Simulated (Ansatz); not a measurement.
# LuP (Fm-3m): Grüneisen parameters

Wanted: mode Grüneisen parameters of LuP (Fm-3m).

Main program and level: Ansatz 0.2.0; DFT PBEsol, scalar-relativistic, plane waves, PAW; PAW set soft_1.

### 1. Starting point

It takes space group Fm-3m (No. 225, cubic). Conventional cell: a = 5.447 Å, b = 5.447 Å, c = 5.447 Å, α = 90.00°, β = 90.00°, γ = 90.00°. Nearest to Lu lie 6 P at 2.72 Å. Nearest to P lie 6 Lu at 2.72 Å. Farther neighbours are not listed.

### 2. Response at finite wavevector

The cell comes from relaxations at this level that are not shown. Stability and thermal properties need the whole zone. Linear response on a 4×4×4 q mesh gives force constants as far as a supercell of that size would.

The input, input.yaml:

```yaml
crystal:
  lattice:
    - [0.0, 2.7235563647, 2.7235563647]
    - [2.7235563647, 0.0, 2.7235563647]
    - [2.7235563647, 2.7235563647, 0.0]
  atoms:
    - { symbol: Lu, position: [0.0, 0.0, 0.0] }
    - { symbol: P, position: [0.5, 0.5, 0.5] }
kpoints:
  mp_grid: { grid: [16, 16, 16] }
hamiltonian:
  xc: pbesol
  pseudopotentials: { kind: paw, azcp: { folder: soft_1 }, xc_functional: pbe }
scf:
  occupations: { method: methfessel_paxton, width: 0.2 }
output:
  eigenvalues: true
phonons:
  method: dfpt
  qmesh: [4, 4, 4]
  temperatures: { t_max: 1000, t_step: 50 }
  qpath:
    path:
      - [[0.0, 0.0, 0.0], [0.5, 0.0, 0.5], [0.625, 0.25, 0.625]]
      - [[0.375, 0.375, 0.75], [0.0, 0.0, 0.0], [0.5, 0.5, 0.5], [0.5, 0.25, 0.75], [0.5, 0.0, 0.5]]
    npoints: 10
```

Started as:

```console
> ansatz run input.yaml --threads 4 --pin off --max-ram 10240MiB --backend cpu --events-out ev --progress --plain --runs-dir out
```

Numbers of over 12 decimals in the logs are rounded to 6 here.

Output:

```text
Engine: ansatz 0.2.0, aarch64-unknown-linux-gnu
Pseudopotentials: kind: paw
Pseudopotential: Lu, paw, valence charge 25, recommended cutoff 420 eV (normal), soft_1/Lu.paw.azcp
Pseudopotential: P, paw, valence charge 5, recommended cutoff 420 eV (normal), soft_1/P.paw.azcp
Functional definition: PBEsol
  exchange = pbesol_x
  correlation = pbesol_c
Crystal: 2 atoms, lattice volume = 40.405 Å³
Basis set: ecut = 420 eV, 749 PW (Γ), exchange–correlation on 54×54×54 points (8 copies of the dense FFT grid, shifted against one another)
Bands: 19, of which v1, the nominal top of the filled ones, is band 15 counted from 1 (14 counted from 0)
Symmetry: 48 space group operations
k-points: 145 of 4096
Non-local potential: Lu, projectors of the file, l = 0: 3, l = 1: 2, l = 2: 2, l = 3: 3
Non-local potential: P, projectors of the file, l = 0: 2, l = 1: 2, l = 2: 1
PAW form: soft (Blöchl's): semilocal exchange-correlation on the pseudo side does not see the compensation charge
PAW frozen core: Lu, regenerated for the run's functional, and the local potential with it (the file was generated under x = pbe(κ = 0.804, μ = 0.219515), c = pbe(β = 0.066725))
PAW frozen core: P, regenerated for the run's functional, and the local potential with it (the file was generated under x = pbe(κ = 0.804, μ = 0.219515), c = pbe(β = 0.066725))
PAW one-centre angular grid: Lu, 590 points (default); XC on 64 Gauss nodes
PAW one-centre angular grid: P, 110 points (default); XC on 64 Gauss nodes
Initial density: superposition of atomic densities (chi_scale 0.1, normalization cell, long waves kept (reshape's long-wave potential 0.00 eV rms))
Initial wavefunctions: pseudopotential atomic-orbital guess
Functional: x = pbesol(κ = 0.804, μ = 0.123457), c = pbesol(β = 0.046)
SCF iter   1: F=—  HF=-15355.418372 eV  |F-HF|=—  |Δ(HF+E_count)|=         —  Δρ=2.83e-2  dr2=2.79e-1  ethr=3.10e-3  ⟨swp⟩=6.2  Hψ=16818  notcnv=0
preconditioner: auto → Kerker (q_TF=auto, 2.596 Å⁻¹)  [metal: Δε(μ)=0.086 eV  Ē_g=12.994 eV  σ=0.200 eV  W_gap=0.35  n_scr=14 (ndim 8)  ℏωp=30.9 eV  f_vac=0.000  D(μ)=0.23/eV (n_scr^D=0)]
SCF iter   2: F=—  HF=-15355.375021 eV  |F-HF|=—  |Δ(HF+E_count)|=   4.34e-2  S|Δr|=    0.00e0  Δρ=1.78e-2  dr2=1.08e-1  ethr=9.29e-4  ⟨swp⟩=2.1  Hψ=5708  notcnv=0
SCF iter   3: F=—  HF=-15355.359422 eV  |F-HF|=—  |Δ(HF+E_count)|=   1.56e-2  S|Δr|=    0.00e0  Δρ=2.58e-3  dr2=1.79e-3  ethr=3.61e-4  ⟨swp⟩=2.0  Hψ=4473  notcnv=0
SCF iter   4: F=—  HF=-15355.359838 eV  |F-HF|=—  |Δ(HF+E_count)|=   4.16e-4  S|Δr|=    0.00e0  Δρ=8.88e-4  dr2=2.28e-4  ethr=5.97e-6  ⟨swp⟩=2.7  Hψ=5175  notcnv=0
SCF iter   5: F=—  HF=-15355.359950 eV  |F-HF|=—  |Δ(HF+E_count)|=   1.12e-4  S|Δr|=    0.00e0  Δρ=3.69e-4  dr2=4.51e-5  ethr=7.61e-7  ⟨swp⟩=3.4  Hψ=6254  notcnv=0
SCF iter   6: F=—  HF=-15355.359866 eV  |F-HF|=—  |Δ(HF+E_count)|=   8.34e-5  S|Δr|=    0.00e0  Δρ=3.13e-4  dr2=2.51e-5  ethr=1.50e-7  ⟨swp⟩=3.9  Hψ=8098  notcnv=0
SCF iter   7: F=—  HF=-15355.359848 eV  |F-HF|=—  |Δ(HF+E_count)|=   1.82e-5  S|Δr|=    0.00e0  Δρ=8.31e-5  dr2=2.02e-6  ethr=8.37e-8  ⟨swp⟩=3.4  Hψ=6408  notcnv=0
SCF iter   8: F=—  HF=-15355.359847 eV  |F-HF|=—  |Δ(HF+E_count)|=   1.06e-6  S|Δr|=    0.00e0  Δρ=3.04e-5  dr2=2.91e-7  ethr=6.72e-9  ⟨swp⟩=3.0  Hψ=6477  notcnv=0
SCF iter   9: F=—  HF=-15355.359847 eV  |F-HF|=—  |Δ(HF+E_count)|=   6.04e-8  S|Δr|=    0.00e0  Δρ=5.77e-6  dr2=1.33e-8  ethr=9.69e-10  ⟨swp⟩=2.0  Hψ=4428  notcnv=0
SCF iter  10: F=—  HF=-15355.359847 eV  |F-HF|=—  |Δ(HF+E_count)|=   4.11e-9  S|Δr|=    0.00e0  Δρ=4.75e-7  dr2=4.72e-11  ethr=4.44e-11  ⟨swp⟩=2.6  Hψ=5489  notcnv=0
SCF iter  11: F=-15355.359847 eV  HF=-15355.359847 eV  |F-HF|=5.46e-12  |Δ(HF+E_count)|=  4.18e-11  S|Δr|=    0.00e0  Δρ=1.61e-7  dr2=4.83e-12  ethr=1.00e-12  ⟨swp⟩=11.0  Hψ=23661  notcnv=0
SCF 1 converged in 11 iterations: F = -15355.359847 eV  dr2 = 4.83e-12
  greatest PAW one-centre occupation: 0.998 electrons in one spin orbital (limit 2), on the Lu atom at site 0 (counted from 0), in its partial waves of l = 0
Initial density: read from a saved state, or passed on in memory by an earlier SCF of this step, an earlier step, the calling program or the single point that the run made first
iter 1 solved again at ethr=1.71e-8 eV; its pass at ethr=3.10e-3 eV (dr2=5.14e-6 eV) is discarded
SCF iter   1: F=—  HF=-15355.359847 eV  |F-HF|=—  |Δ(HF+E_count)|=         —  Δρ=5.32e-7  dr2=3.44e-11  ethr=1.71e-8  ⟨swp⟩=6.1  Hψ=31887  notcnv=0
eigensolver tolerance schedule: the retry pair's looser diagonalisation over-reported the residual by 149286.76 of it (diagonalisation noise at 4.71 of the residual, at the tolerance the schedule requests for it); recorded, not acted on — ethr = c·dr2/N_el stays at c = 1.0e-1
preconditioner: auto → Kerker (q_TF=auto, 2.596 Å⁻¹)  [metal: Δε(μ)=0.050 eV  Ē_g=12.946 eV  σ=0.200 eV  W_gap=0.21  n_scr=14 (ndim 8)  ℏωp=30.9 eV  f_vac=0.000  D(μ)=0.26/eV (n_scr^D=0)]
SCF iter   2: F=—  HF=-15355.359847 eV  |F-HF|=—  |Δ(HF+E_count)|=   5.82e-7  S|Δr|=    0.00e0  Δρ=2.38e-7  dr2=9.22e-12  ethr=1.00e-12  ⟨swp⟩=6.5  Hψ=22539  notcnv=0
SCF iter   3: F=-15355.359847 eV  HF=-15355.359847 eV  |F-HF|=1.82e-12  |Δ(HF+E_count)|=  3.64e-12  S|Δr|=    0.00e0  Δρ=1.59e-7  dr2=3.93e-12  ethr=1.00e-12  ⟨swp⟩=2.4  Hψ=7457  notcnv=0
SCF 2 converged in 3 iterations: F = -15355.359847 eV  dr2 = 3.93e-12
phonons: the bands overlap, so this run is a metal and interpolates without the dipole-dipole term. If the crystal is really an insulator or semiconductor, its LO-TO splitting is missing
NSCF: frozen V_eff on 145 k-points
NSCF: frozen V_eff on 349 k-points
DFPT response loops at q = (0, 0, 0) (fractional): preconditioner auto → Kerker (q_TF=auto, 2.596 Å⁻¹) (partly filled bands, converged f_vac=0.000); β = 1.00, the filter's whole step (`scf.mixing.beta` (0.50) is not read by the response loops under this deck's `scf.mixing.preconditioner`; to damp them name `kerker` or `kerker_dos`, under which they read `scf.mixing.beta`, and type it under 1.00, their step now; both keys bind the ground state too); Broyden in place of MSR1
NSCF: frozen V_eff on 4352 k-points
DFPT response loops at q = (0, 0, 0.25) (fractional): mixed as the last ones told, above
NSCF: frozen V_eff on 2196 k-points
DFPT response loops at q = (0, 0, -0.5) (fractional): mixed as the last ones told, above
NSCF: frozen V_eff on 2320 k-points
DFPT response loops at q = (0, 0.25, 0.25) (fractional): mixed as the last ones told, above
NSCF: frozen V_eff on 8192 k-points
DFPT response loops at q = (0, 0.25, -0.5) (fractional): mixed as the last ones told, above
NSCF: frozen V_eff on 4352 k-points
DFPT response loops at q = (0, 0.25, -0.25) (fractional): mixed as the last ones told, above
NSCF: frozen V_eff on 1242 k-points
DFPT response loops at q = (0, -0.5, -0.5) (fractional): mixed as the last ones told, above
NSCF: frozen V_eff on 2320 k-points
DFPT response loops at q = (0.25, -0.5, -0.25) (fractional): mixed as the last ones told, above
SCF converged after 11 iterations
Stability not checked: this state was not tested for a lower state beside it, because cold or Methfessel-Paxton smearing, or corrected tetrahedra, fill the levels in a way that the test cannot read (fill_not_monotonic; see scf.lower_state_search)
Free energy (F): -15355.359847 eV
Harris-Foulkes:  -15355.359847 eV  (|F-HF|=5.46e-12)
Internal energy: -15355.359722 eV  (E = F + TS)
E sigma→0 (E₀):  -15355.359816 eV
Entropy (-TS):   -0.000126 eV (-0.063 meV/atom)
Fermi energy:    13.001459 eV
--- Per-component energies (eV) ---
  E_band       = 28.048256
  E_kinetic    = 491.367277
  E_local      = -7149.991419  (includes V_loc(G=0)·N_el)
  E_nonlocal   = 716.147384
  E_hartree    = 3009.185573
  E_xc         = -280.989823
  E_vxc        = -316.456003  (∫ρ·V_xc dr)
  E_paw        = -7843.140525  (= ΣΔE_a)
  E_vpaw       = 268.610045  (= ΣTr[D̂ρ^β])
  E_aug_tail   = -0.000018  (compensation charges beyond the density's cutoff)
  E_ewald      = -4299.176152
  E_core_change = 1.237981  (= ΣΔE_core)
  E_smearing   = -0.000126  (= −TS)
  E_closure    = 0.000000  (closes the sum)
  Σ components = -15355.359847   (vs F -15355.359847, Δ=0.00e0)
--- Band table (eV; the first three rows and the last of 145) ---
  k-point 0: bands = [... 11 lower, 8.7481, 13.7084, 13.7084, 13.7084, 14.5519, 14.5519, 14.5519, 15.4567]
  k-point 1: bands = [... 11 lower, 8.7482, 13.1730, 13.3723, 13.3723, 14.6860, 14.6860, 14.8179, 15.8131]
  k-point 2: bands = [... 11 lower, 8.7484, 12.2498, 12.7912, 12.7912, 14.9376, 14.9376, 15.0745, 16.6027]
  k-point 144: bands = [... 11 lower, 8.7444, 10.2767, 10.2767, 10.3386, 16.2855, 16.2855, 16.7329, 18.9492]
--- Phonons (Γ-DFPT): 2 representative perturbations + reference (Σ response iterations 6) ---
  ASR residual: 1.393e-4 → 0.000e0 eV/Å²; symmetrization residual: 2.282e-6 eV/Å²
  ASR residual per site (eV/Å²): 1.39e-4 3.59e-5
  Γ frequencies (cm⁻¹): 0.00 0.00 0.00 260.19 260.19 260.19
--- Phonons (arbitrary-q DFPT): 8 irreducible q on the 4×4×4 mesh ---
  q = [0.0000, 0.0000, 0.0000] (star 1, of the zone-centre solve; hermiticity 6.96e-7, symmetrization 3.34e-12): -0.00 -0.00 0.00 260.19 260.19 260.19
  q = [0.0000, 0.0000, 0.2500] (star 8, 2 solved perturbations on 2176 of 4096 k-point pairs; hermiticity 1.95e-7, symmetrization 1.43e-12): 75.30 75.30 107.33 268.09 268.09 314.90
  q = [0.0000, 0.0000, -0.5000] (star 4, 2 solved perturbations on 1098 of 4096 k-point pairs; hermiticity 8.97e-14, symmetrization 3.14e-12): 104.86 104.86 159.05 273.85 273.85 324.79
  q = [0.0000, 0.2500, 0.2500] (star 6, 4 solved perturbations in 3616 linear systems a pass and spin channel, the states on 1160 of 4096 k-point pairs; hermiticity 4.33e-7, symmetrization 6.23e-13): 62.48 62.48 118.92 270.94 270.94 304.14
  q = [0.0000, 0.2500, -0.5000] (star 24, 4 solved perturbations in 12544 linear systems a pass and spin channel, the states on 4096 of 4096 k-point pairs; hermiticity 5.11e-7, symmetrization 2.03e-12): 97.64 105.26 128.76 274.22 290.76 312.08
  q = [0.0000, 0.2500, -0.2500] (star 12, 4 solved perturbations in 6672 linear systems a pass and spin channel, the states on 2176 of 4096 k-point pairs; hermiticity 8.06e-7, symmetrization 4.05e-13): 83.67 104.60 140.62 277.71 289.18 315.00
  q = [0.0000, -0.5000, -0.5000] (star 3, 4 solved perturbations in 1940 linear systems a pass and spin channel, the states on 621 of 4096 k-point pairs; hermiticity 1.22e-6, symmetrization 1.43e-12): 86.47 86.47 106.87 264.66 264.66 305.29
  q = [0.2500, -0.5000, -0.2500] (star 6, 4 solved perturbations in 3498 linear systems a pass and spin channel, the states on 1160 of 4096 k-point pairs; hermiticity 1.04e-6, symmetrization 1.19e-12): 98.61 98.61 127.21 295.88 295.88 300.13
  sum rule: each row above includes the acoustic sum rule's correction from the zone centre's row sums; it moved no ω² by more than (0.56 cm⁻¹)²
  mesh force constants: q→R imaginary residual 3.76e-18; ASR residual 1.393e-4 → 0.000e0 eV/Å²; symmetrization residual 1.066e-14 eV/Å²
  interpolated dispersion: 62 rows × 6 modes
  density of states and harmonic sums: on the 20×20×20 q-mesh, interpolated from the force constants of a 4×4×4 supercell (no non-analytic term)
  largest difference from the sums on the solved wave vectors: F 1.25e-2 eV, S 1.65e-5 and C_V 4.01e-6 eV/K
  zero-point energy: 0.073053 eV/cell   skipped modes (ω ≤ 0): 3   left out of the sums: 6.25e-5 of the cell's modes: C_V's classical limit lies that fraction below 3 k_B per atom; for a crystal, a wire or a layer, F and S can be off by more, and a phonons.interpolated_qmesh denser along its periods is the remedy for the sampling
```

It took 15 min on 4 threads of Arm Neoverse V1, shared host; peak memory 6 GiB.

In the SCF lines HF is the Harris–Foulkes energy and dr2 the Hartree energy of the density residual, in eV; the loop may stop once dr2 is under the threshold and the program's other checks hold. Hψ counts applications of the Hamiltonian.

Numbers from this step:

```
volume per atom                                            : 20.20 Å³
gap on the k-mesh                                          : 0 eV
sum-rule residual before enforcement                       : 1.39e-4 eV/Å²
lowest frequency on the path                               : 0 cm⁻¹
point group                                                : m-3m
highest frequency on the path or at a solved wavevector    : 326.4 cm⁻¹
mean frequency                                             : 196.4 cm⁻¹
Debye temperature (second moment)                          : 406 K
logarithmic mean frequency                                 : 170.1 cm⁻¹
highest optical mode at the zone centre (no LO-TO term)    : 260.2 cm⁻¹
lowest optical zone-centre mode                            : 260.2 cm⁻¹
lowest mode on the q mesh (acoustic modes at Γ apart)      : 62.48 cm⁻¹
zero-point energy per atom                                 : 36.53 meV
heat capacity at 300 K                                     : 22.85 J/(mol atoms K)
vibrational entropy at 300 K                               : 31.12 J/(mol atoms K)
edges of the widest gap between branches, on path and mesh : 159.1, 260.2 cm⁻¹
```

Frequencies (cm⁻¹) solved at each irreducible wavevector; negative means imaginary. Frequencies by wavevector, by row:

| q in reciprocal lattice units | star | mode 1 | mode 2 | mode 3 | mode 4 | mode 5 | mode 6 |
| --- | --- | --- | --- | --- | --- | --- | --- |
| 0 0 0 | 1 | 0 | 0 | 0 | 260.2 | 260.2 | 260.2 |
| 0 0 0.25 | 8 | 75.3 | 75.3 | 107.3 | 268.1 | 268.1 | 314.9 |
| 0 0 -0.5 | 4 | 104.9 | 104.9 | 159.1 | 273.9 | 273.9 | 324.8 |
| 0 0.25 0.25 | 6 | 62.5 | 62.5 | 118.9 | 270.9 | 270.9 | 304.1 |
| 0 0.25 -0.5 | 24 | 97.6 | 105.3 | 128.8 | 274.2 | 290.8 | 312.1 |
| 0 0.25 -0.25 | 12 | 83.7 | 104.6 | 140.6 | 277.7 | 289.2 | 315 |
| 0 -0.5 -0.5 | 3 | 86.5 | 86.5 | 106.9 | 264.7 | 264.7 | 305.3 |
| 0.25 -0.5 -0.25 | 6 | 98.6 | 98.6 | 127.2 | 295.9 | 295.9 | 300.1 |

Symmetry leaves 8 wavevectors to solve. The lowest mode among them, the acoustic zeros apart, lies at q = (0, 0.25, 0.25) and is real, 62.5 cm⁻¹.

### 3. Relaxing at another volume, volume ratio 0.97

The volume is scaled by 0.97 and held; symmetry leaves nothing to relax, so this is a single point. The modes can then be followed against volume.

input.yaml, the sections that differ from step 2:

```yaml
crystal:
  lattice:
    - [0.0, 2.6960438133, 2.6960438133]
    - [2.6960438133, 0.0, 2.6960438133]
    - [2.6960438133, 2.6960438133, 0.0]
  atoms:
    - { symbol: Lu, position: [0.0, 0.0, 0.0] }
    - { symbol: P, position: [0.5, 0.5, 0.5] }
output:
  forces: true
  stress: true
  eigenvalues: true
  write_density: true
  write_potential: true
  elf: true
  volumetric_format: npy
# kpoints, hamiltonian, scf: as in step 2
# phonons: removed
```

Output:

```text
[...]
Crystal: 2 atoms, lattice volume = 39.193 Å³
Basis set: ecut = 420 eV, 749 PW (Γ), exchange–correlation on 54×54×54 points (8 copies of the dense FFT grid, shifted against one another)
Bands: 19, of which v1, the nominal top of the filled ones, is band 15 counted from 1 (14 counted from 0)
Symmetry: 48 space group operations
[...]
k-points: 145 of 4096
[...]
--- Band table (eV; the first three rows and the last of 145) ---
  k-point 0: bands = [... 11 lower, 9.3155, 14.2482, 14.2482, 14.2482, 14.9976, 14.9976, 14.9976, 15.9395]
  k-point 1: bands = [... 11 lower, 9.3156, 13.6840, 13.8835, 13.8835, 15.1406, 15.1406, 15.2955, 16.3214]
  k-point 2: bands = [... 11 lower, 9.3158, 12.7423, 13.2732, 13.2732, 15.3996, 15.3996, 15.5733, 17.1483]
  k-point 144: bands = [... 11 lower, 9.3098, 10.7147, 10.7147, 10.7823, 16.8125, 16.8125, 17.3239, 19.5849]
[key lines of the parts left out:]
SCF converged after 9 iterations
Free energy (F): -15355.348604 eV
Fermi energy:    13.472958 eV
P = ⅓ Tr σ = 3.0429 GPa (30.429 kbar)
```

Elapsed: 3.1 s, on 4 threads; peak memory 0.4 GiB; 11 s of CPU time.

This step gave:

| Item | Value |
| --- | --- |
| pressure | 3.043 GPa |
| volume per atom | 19.60 Å³ |

Valence density in the ac plane of the conventional cell at fractional y = 0.000, with atoms of Lu and P within 0.2 Å of it. It is the smooth field of the valence electrons, not physical close to the nuclei.

Ten steps, logarithmic in the rise over the least value, from '_' (0 e/Å³) to '@' (41 e/Å³), each cell a mean:
```
@@##--........__......__..++%%
++==..____..........______--++
::..________......__________..
______________________________
....________..::..__________..
......____..==++++::______....
__........--##@@%%++..__......
__........--##@@@@++::__....__
......____::++####==..__......
....________::----..______....
..____________....__________..
..____________....__________..
--::________........______..--
##++::____............__..==##
@@##--........____....__::++@@
```
Columns run along a (5.4 Å), rows up along c (5.4 Å), edges of the conventional cell, whose origin can differ from the input's. Atoms in or near the plane, at fractional coordinates: Lu at (0.00, 0.00), Lu at (0.50, 0.50), P at (0.50, 0.00), P at (0.00, 0.50).

Electrostatic potential energy in the ac plane of the conventional cell at fractional y = 0.000, with atoms of Lu and P within 0.2 Å of it. With pseudopotentials it is smooth inside the atoms' cores, unlike the true potential.

Values in eV, 15 rows by 15 columns, each cell a mean:
```
-70 -51 -13   7  10  -3 -29 -35 -34 -16   7  10   0 -33 -66
-38 -22   0  11  13   8  -9 -22 -17   1  12  13   6 -11 -33
 -2   3  10  14  15  13   9   5   7  12  15  15  12   6   0
 10  11  14  15  15  14  11  10  10  13  15  15  15  13  10
  6  10  14  15  14  10   3  -2   0   7  12  15  15  12   7
-21  -8   8  13  11   0 -21 -37 -31  -9   7  13  12   1 -16
-35 -28  -2  11   7 -14 -51 -69 -64 -31   0  10   7 -17 -34
-35 -32  -5  10   6 -18 -59 -71 -69 -37  -2  10   5 -22 -35
-32 -21   3  12   9  -7 -38 -59 -51 -21   3  11   9  -9 -29
 -6   3  12  14  12   5  -7 -18 -14   0  10  14  13   8  -3
 10  12  14  15  15  12   9   6   7  11  14  15  15  13  10
  6   9  12  15  15  14  12  10  11  13  15  15  14  11   7
-17  -6   6  12  14  12   3  -5  -2   8  14  14  10   0 -13
-58 -37  -6   9  12   3 -21 -32 -28  -8  10  11   3 -22 -51
-71 -58 -17   6  10  -6 -32 -35 -35 -21   6  10  -2 -38 -70
```
Columns run along a (5.4 Å; values clipped at the 3rd and 97th percentile), rows up along c (5.4 Å), edges of the conventional cell, whose origin can differ from the input's. Atoms in or near the plane, at fractional coordinates: Lu at (0.00, 0.00), Lu at (0.50, 0.50), P at (0.50, 0.00), P at (0.00, 0.50).

ELF in the ac plane of the conventional cell at fractional y = 0.000, with atoms of Lu and P within 0.2 Å of it. It is the smooth field of the valence electrons, not physical close to the nuclei.

Ten even steps from '_' (0.02) to '@' (0.84), each cell a mean:
```
@@@@**::##@@++__::%%@@==--%%@@
@@##--..**@@%%##%%@@%%--..++%%
==::....++##%%@@@@%%**::....--
==----::::--======--::::::--==
@@%%##==....::==--....::**%%@@
##@@@@**..--##@@%%++..--%%@@%%
..++@@**::**@@@@@@%%--==@@%%::
__==@@**::##@@%%@@@@====@@##__
--##@@**::++@@@@@@##::==%%%%++
@@@@@@++....++##**--..--##@@@@
##**++--....::::::....::++**##
::::....--++********==::....::
##==....++@@@@@@@@@@##--..--**
@@@@==::**@@##==++@@%%--::##@@
%%@@##::##@@--__..##@@====@@@@
```
Columns run along a (5.4 Å), rows up along c (5.4 Å), edges of the conventional cell, whose origin can differ from the input's. Atoms in or near the plane, at fractional coordinates: Lu at (0.00, 0.00), Lu at (0.50, 0.50), P at (0.50, 0.00), P at (0.00, 0.50).

[end of part 1 of 2]

[Logs are printed without paths, hosts, clocks, repeated set-up lines and the standing remarks that a program may print on its own settings, such as how far it seeks lower states.]

[Hosts, paths, dates, database ids (printed as entryN), source tags and the programs' standing remarks are cut or masked in the printed files.]
